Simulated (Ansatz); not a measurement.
# W2N monolayer: from the cell to its phonons, part 3 of 3

Aim: the vibrations of W2N monolayer, their spectra, and whether the structure is stable.

Ansatz 0.2.0; DFT PBEsol, scalar-relativistic, plane waves, PAW.

So far. Step 4 (Relaxing to small forces for the phonons): The largest force component left is 0.13 meV/Å, within the tolerances set. Step 5 (Linear response at the zone centre): Before it was imposed, the acoustic sum rule was missed by 8.0e-5 eV/Å². Small misses are needed for a sound result but don't prove that mesh and cutoff are converged. The lowest optical mode is real, 94.0 cm⁻¹.

## Step 6: Response at finite wavevector

Stability and thermal properties need the whole zone. Linear response on a 6×6×1 q mesh gives force constants as far as a supercell of that size would.

input.yaml reads:

```yaml
crystal:
  lattice:
    - [2.7572366177, 0.0, 0.0]
    - [-1.3786183089, 2.3878369552, 0.0]
    - [0.0, 0.0, 28.6]
  atoms:
    - { symbol: "N", position: [0.0, 0.0, 0.3496503497] }
    - { symbol: W, position: [0.3333333333, 0.6666666667, 0.3999103818] }
    - { symbol: W, position: [0.6666666667, 0.3333333333, 0.2993903176] }
  periodic: [true, true, false]
kpoints:
  mp_grid: { grid: [18, 18, 1] }
hamiltonian:
  xc: pbesol
scf:
  occupations: { method: methfessel_paxton, width: 0.15 }
output:
  eigenvalues: true
phonons:
  method: dfpt
  qmesh: [6, 6, 1]
  temperatures: { t_max: 1000, t_step: 50 }
  qpath:
    path:
      - [0.0, 0.0, 0.0]
      - [0.5, 0.0, 0.0]
      - [0.33333333, 0.33333333, 0.0]
      - [0.0, 0.0, 0.0]
    npoints: 10
```

Launch:

```console
$ ansatz run input.yaml --threads 8 --pin off --max-ram 14336MiB --backend cpu --events-out ev --progress --plain --runs-dir out
```

Numbers of over 12 decimals in the logs are rounded to 6 here.

Output:

```text
[...]
Crystal: 3 atoms, lattice volume = 188.298 Å³
Basis set: ecut = 420 eV, 3677 PW (Γ), exchange–correlation on 40×40×384 points (8 copies of the dense FFT grid, shifted against one another)
Bands: 21, of which v1, the nominal top of the filled ones, is band 17 counted from 1 (16 counted from 0)
Symmetry: 12 space group operations
k-points: 37 of 324 (irreducible under 6 space group operations, time reversal used)
[...]
SCF iter   1: F=—  HF=-20888.948624 eV  |F-HF|=—  |Δ(HF+E_count)|=         —  Δρ=1.11e-2  dr2=3.46e-1  ethr=1.77e-3  ⟨swp⟩=12.0  Hψ=6486  notcnv=0
[...]
SCF iter  10: F=-20888.887850 eV  HF=-20888.887850 eV  |F-HF|=7.28e-11  |Δ(HF+E_count)|=  1.60e-10  S|Δr|=    0.00e0  Δρ=4.71e-8  dr2=3.59e-12  ethr=1.00e-12  ⟨swp⟩=19.1  Hψ=7304  notcnv=0
SCF 1 converged in 10 iterations: F = -20888.887850 eV  dr2 = 3.59e-12
[...]
phonons: the bands overlap, so this run is a metal and interpolates without the dipole-dipole term. If the crystal is really an insulator or semiconductor, its LO-TO splitting is missing
NSCF: frozen V_eff on 37 k-points
WARN: eigensolver did not converge in 2 slots of this pass, the one above among them; of largest residual over every band (k=7): 1 band(s) unlocked (lowest unlocked band 20, counted from 0; max residual 4.61e-4 eV among the unlocked bands, 4.61e-4 eV over every band); of lowest unlocked band (k=7): band 20
[...]
DFPT response loops at q = (0, 0, 0) (fractional): preconditioner auto → none (partly filled bands, converged f_vac=0.734); β = 0.50; Broyden in place of MSR1
[...]
SCF converged after 10 iterations
[...]
Free energy (F): -20888.887850 eV
[...]
Internal energy: -20888.888480 eV  (E = F + TS)
E sigma→0 (E₀):  -20888.888007 eV
Entropy (-TS):   0.000631 eV (0.210 meV/atom)
Fermi energy:    -5.417776 eV
[...]
--- Band table (eV; the first three rows and the last of 37) ---
  k-point 0: bands = [... 13 lower, -6.8718, -6.7039, -6.5393, -6.4913, -6.4913, -4.7098, -4.7098, -3.7274]
  k-point 1: bands = [... 13 lower, -7.1061, -6.7768, -6.7267, -6.3671, -6.1504, -4.8690, -4.7487, -3.6400]
  k-point 2: bands = [... 13 lower, -7.7121, -6.9336, -6.5987, -5.9993, -5.9355, -5.1090, -4.7603, -3.4818]
  k-point 36: bands = [... 13 lower, -7.0621, -7.0621, -6.7935, -4.7204, -4.7204, -3.0522, -3.0522, -2.2075]
--- Phonons (Γ-DFPT): 6 representative perturbations + reference (Σ response iterations 32) ---
  ASR residual: 4.875e-5 → 0.000e0 eV/Å²; symmetrization residual: 5.520e-6 eV/Å²
[...]
ASR residual per site (eV/Å²): 2.85e-5 4.88e-5 4.73e-5
  Γ frequencies (cm⁻¹): 0.00 0.00 0.00 93.98 93.98 146.82 332.16 332.16 609.24
--- Phonons (arbitrary-q DFPT): 7 irreducible q on the 6×6×1 mesh ---
  q = [0.0000, 0.0000, 0.0000] (star 1, of the zone-centre solve; hermiticity 5.99e-7, symmetrization 3.95e-11, taken by the last average 2.50e-8): -0.00 -0.00 -0.00 93.98 93.98 146.82 332.16 332.16 609.24
  q = [0.0000, 0.1667, 0.0000] (star 6, 9 solved perturbations on 171 of 324 k-point pairs; hermiticity 4.42e-7, symmetrization 3.68e-10, taken by the last average 3.32e-8): 42.04 67.86 80.54 88.05 119.24 145.95 305.88 346.86 592.21
[...]
q = [0.1667, 0.1667, 0.0000] (star 6, 6 solved perturbations in 1485 linear systems a pass and spin channel, the states on 324 of 324 k-point pairs; hermiticity 3.85e-7, symmetrization 1.30e-10, taken by the last average 3.89e-8): 77.21 78.02 88.61 117.71 155.43 170.20 347.34 436.17 594.71
[...]
sum rule: each row above includes the acoustic sum rule's correction from the zone centre's row sums; it moved no ω² by more than (0.74 cm⁻¹)²
  mesh force constants: q→R imaginary residual 4.18e-18; ASR residual 4.875e-5 → 0.000e0 eV/Å²; symmetrization residual 1.243e-14 eV/Å²
  interpolated dispersion: 31 rows × 9 modes
  density of states and harmonic sums: on the 30×30×1 q-mesh, interpolated from the force constants of a 6×6×1 supercell (no non-analytic term)
  largest difference from the sums on the solved wave vectors: F 1.24e-2 eV, S 1.24e-5 and C_V 1.46e-6 eV/K
  zero-point energy: 0.131380 eV/cell   skipped modes (ω ≤ 0): 47, of them read as no rigid motion or as one in doubt: 44 (4.967e-1 modes/cell left out, lowest -80.48 cm⁻¹)   left out of the sums: 5.56e-2 of the cell's modes: C_V's classical limit lies that fraction below 3 k_B per atom; for a crystal, a wire or a layer, F and S can be off by more, and a phonons.interpolated_qmesh denser along its periods is the remedy for the sampling
```

It took 8.2 min on 8 threads of Arm Neoverse V2, shared host; peak memory 2.7 GiB.

This step gave:

```
sum-rule residual before enforcement                    : 4.88e-5 eV/Å²
lowest frequency on the path                            : -80.48 cm⁻¹
highest frequency on the path or at a solved wavevector : 609.2 cm⁻¹
lowest mode on the q mesh (acoustic modes at Γ apart)   : -80.48 cm⁻¹
```

Frequencies (cm⁻¹) solved at each irreducible wavevector; negative means imaginary. Frequencies by wavevector, by row:

```
q in reciprocal lattice units  star  mode 1  mode 2  mode 3  mode 4  mode 5  mode 6  mode 7  mode 8  mode 9
                        0 0 0     1       0       0       0      94      94   146.8   332.2   332.2   609.2
                   0 0.1667 0     6      42    67.9    80.5      88   119.2   145.9   305.9   346.9   592.2
                   0 0.3333 0     6      49   104.6   118.1     122     165   180.5   354.2   486.6   569.5
                     0 -0.5 0     3   -80.5   136.2   142.9   165.5   185.7   207.4   393.3   504.8   585.7
              0.1667 0.1667 0     6    77.2      78    88.6   117.7   155.4   170.2   347.3   436.2   594.7
              0.1667 0.3333 0    12   -60.5   119.3   141.3   147.7   177.1   196.8     402     503   563.8
              0.3333 0.3333 0     2    88.4    88.4   166.3   167.4   167.4   194.8     492     492   560.6
```

Interpolated from a 6×6×1 q mesh. The phonon branches at the labelled points (cm⁻¹):

```
  point  branch 1  branch 2  branch 3  branch 4  branch 5  branch 6  branch 7  branch 8  branch 9
      Γ         0         0         0        94        94       147       332       332       609
halfway        76        82        98       100       142       154       323       418       586
      M       -80       136       143       166       186       207       393       505       586
halfway       -62       137       150       151       177       199       414       503       567
      K        88        88       166       167       167       195       492       492       561
halfway        77        78        89       118       155       170       347       436       595
      Γ         0         0         0        94        94       147       332       332       609
```

The phonon branches as a text plot (rows in cm⁻¹):

```
    595 |***********      ******                  ***************
    566 |           ******      ******************
    537 |
    509 |             *******************  ****
    480 |                               ***    *****
    451 |           **               ***   **
    422 |         **               **        **     **
    394 |                 *********            ***    ***
    365 |       **    ****                        **
    336 |*******  ****                              *************
    307 |   ******                                       ****
    279 |
    250 |
    221 |                   **
    193 |             ******************************
    164 |   **    ***************************************  **
    135 |***  ******  ***************        *******  *****  ****
    106 |***************             ****  **********************
     78 |   **********                  ***       ***********
     49 |   ******                    **   **            ****
     20 | ******      **             *            **       *****
     -9 |***                                                 ****
    -37 |                           *        **
    -66 |               ************           ***
         Γ                   M           K                      Γ
```

Tetrahedra on a 30×30×1 mesh, mean over bins of 10 cm-1. Interpolated from a 6×6×1 q mesh. The phonon density of states by wavenumber; read off at these points:

```
wavenumber (cm⁻¹)  phonon density of states (1/cm⁻¹/cell)
              -85                                  2.4e-4
              -55                                  0.0123
              -15                                 0.00212
               15                                 0.00467
               45                                  0.0089
               85                                  0.0236
              115                                  0.0334
              145                                  0.0610
              175                                  0.0511
              185                                  0.0211
              195                                  0.0369
              215                                       0
              245                                       0
              285                                       0
              315                                 0.00901
              345                                 0.00739
              385                                  0.0121
              415                                 0.00623
              445                                 0.00494
              485                                 0.00624
              505                                  0.0412
              515                                       0
              545                                       0
              565                                  0.0323
              585                                  0.0162
              615                                       0
```

The partial phonon density of states has structure finer than the step of the table below, so its rows give means over 20 cm⁻¹, whole bins alone (the curve runs from -89.9 to 638 cm⁻¹). Peaks (cm⁻¹: height): N 326.4: 0.0119, 390.5: 0.0128, 504.9: 0.0297, 568.9: 0.0273; W -53.3: 0.0109, 148.0: 0.0600, 175.5: 0.0433.

Phonopy on the run's constants, 21x21x1 mesh, Gaussian sigma 5.2 cm-1. Interpolated from a 6×6×1 q mesh. The partial phonon density of states by wavenumber; means over each step; values in 1/cm⁻¹/cell:

```
wavenumber (cm⁻¹)        N        W
              -60   9.4e-4  0.00935
              -40   5.6e-4  0.00568
              -20   1.6e-4  0.00168
                0   9.5e-5  0.00195
               20   3.4e-4  0.00556
               40   4.5e-4  0.00818
               60   5.8e-4   0.0137
               80   7.9e-4   0.0269
              100   9.6e-4   0.0338
              120   6.7e-4   0.0329
              140   5.0e-4   0.0501
              160   3.0e-4   0.0405
              180   2.3e-4   0.0350
              200   5.0e-5   0.0221
              220   2.7e-6  0.00111
              240        0        0
              260        0        0
              280   5.2e-6        0
              300  0.00388   1.2e-4
              320   0.0102   3.2e-4
              340  0.00819   2.7e-4
              360  0.00776   2.3e-4
              380   0.0111   3.3e-4
              400  0.00998   3.8e-4
              420  0.00555   3.6e-4
              440  0.00482   3.9e-4
              460  0.00440   4.0e-4
              480  0.00558   5.4e-4
              500   0.0197  0.00170
              520  0.00353   2.9e-4
              540   2.4e-4   7.1e-6
              560   0.0165   5.0e-4
              580   0.0204   7.8e-4
              600   0.0109   4.6e-4
              620   3.0e-4   1.2e-5
```

Symmetry leaves 7 wavevectors to solve. The lowest mode among them, the acoustic zeros apart, lies at q = (0, -0.5, 0) and is imaginary, 80.5i cm⁻¹, so the energy falls along it.

## Step 7: Another isotope, element N, natural mass 14.007 amu

An isotope changes the mass and not the force constants, so no new electronic calculation is needed; the shifts show which modes move this element.

The same force constants with the mass of N changed from 14.007 to 15.000 u (phonopy, no LO-TO term). Both lists are sorted by frequency; levels can cross, so a row need not hold one and the same mode. Modes under 3 cm⁻¹ are left out. Isotope shifts, by row:

```
         q  rank  natural mass (cm⁻¹)  changed mass (cm⁻¹)
     0 0 0     4                93.98                93.98
     0 0 0     5                93.98                93.98
     0 0 0     6                146.8                146.8
     0 0 0     7                332.2                321.4
     0 0 0     8                332.2                321.4
     0 0 0     9                609.2                589.5
0 0.1667 0     1                42.05                41.99
0 0.1667 0     2                67.87                67.81
0 0.1667 0     3                80.54                80.49
0 0.1667 0     4                88.05                   88
0 0.1667 0     5                119.2                119.2
0 0.1667 0     6                145.9                145.8
0 0.1667 0     7                305.9                  296
0 0.1667 0     8                346.9                335.8
0 0.1667 0     9                592.2                573.1
0 0.3333 0     1                49.01                48.88
0 0.3333 0     2                104.6                104.5
0 0.3333 0     3                118.1                  118
0 0.3333 0     4                  122                  122
0 0.3333 0     5                  165                164.9
0 0.3333 0     6                180.5                180.5
0 0.3333 0     7                354.2                342.5
0 0.3333 0     8                486.6                471.6
0 0.3333 0     9                569.5                  551
  0 -0.5 0     1               -80.48               -80.22
  0 -0.5 0     2                136.2                136.2
  0 -0.5 0     3                142.9                142.9
  0 -0.5 0     4                165.5                165.5
  0 -0.5 0     5                185.7                185.7
  0 -0.5 0     6                207.4                207.4
  0 -0.5 0     7                393.3                380.1
  0 -0.5 0     8                504.8                488.8
  0 -0.5 0     9                585.7                566.9
```

A mode of this element alone would shift by -3.37 %. The highest zone-centre frequency without the field goes from 609.2 to 589.5 cm⁻¹ (-3.2 %). The product of the frequency ratios over all optical modes at Γ is 0.906; the product rule, (m/m′)^(3k/2) (M′/M)^(3/2) with k = 1 such atoms and M the mass of the cell, gives 0.906.

## Step 8: Isotope substitution, element W, natural mass 183.84 amu

The same for W, from 183.84 to 185.95 u.

A mode of this element alone would shift by -0.57 %. The highest zone-centre frequency without the field goes from 609.2 to 609.1 cm⁻¹ (-0.0 %). The product of the frequency ratios over all optical modes at Γ is 0.982; the product rule, (m/m′)^(3k/2) (M′/M)^(3/2) with k = 2 such atoms and M the mass of the cell, gives 0.982.

## Step 9: What came out

```yaml
space_group_after_relaxation_within_0p01_a: P-3m1
area_per_atom: 2.19 Å²
electronic_character: no gap on this mesh
highest_optical_mode_at_the_zone_centre_no_lo_to_term: 609 cm⁻¹
lowest_optical_zone_centre_mode: 94.0 cm⁻¹
lowest_mode_on_the_q_mesh_acoustic_modes_at_gamma_apart: -80.5 cm⁻¹
highest_frequency_on_the_path_or_at_a_solved_wavevector: 609 cm⁻¹
imaginary_modes_on_the_6x6x1_q_mesh: yes
```

What this shows: Modes are clearly imaginary (beyond 10i cm⁻¹) at 2 of the 7 irreducible wavevectors, most at q = (0, -0.5, 0) (80.5i cm⁻¹), so this structure is not a minimum of the energy. The optical modes at Γ span 94 to 609 cm⁻¹. The highest mode in this list at Γ, 609.2 cm⁻¹, is mostly motion of N (96 % of the kinetic energy). With no gap, or one that is small against the smearing, the frequencies hang on the k mesh and the smearing, most of all near Kohn anomalies. The phonon runs are without spin polarisation, although the cell has an odd electron count. In a sheet or slab the interpolated bending branch near Γ is rough, since the rotational sum rule isn't imposed. Spin-orbit coupling is left out, which can matter for the heavy elements here. A phonon run warned that its eigensolver left some bands unconverged in a pass. The starting cell was built on a prototype and not taken from a measurement. These are harmonic frequencies at zero temperature: anharmonic shifts, linewidths and thermal expansion are left out.

[Logs are printed without paths, hosts, clocks, repeated set-up lines and the standing remarks that a program may print on its own settings, such as how far it seeks lower states.]

[Hosts, paths, dates, database ids (printed as entryN), source tags and the programs' standing remarks are cut or masked in the printed files.]
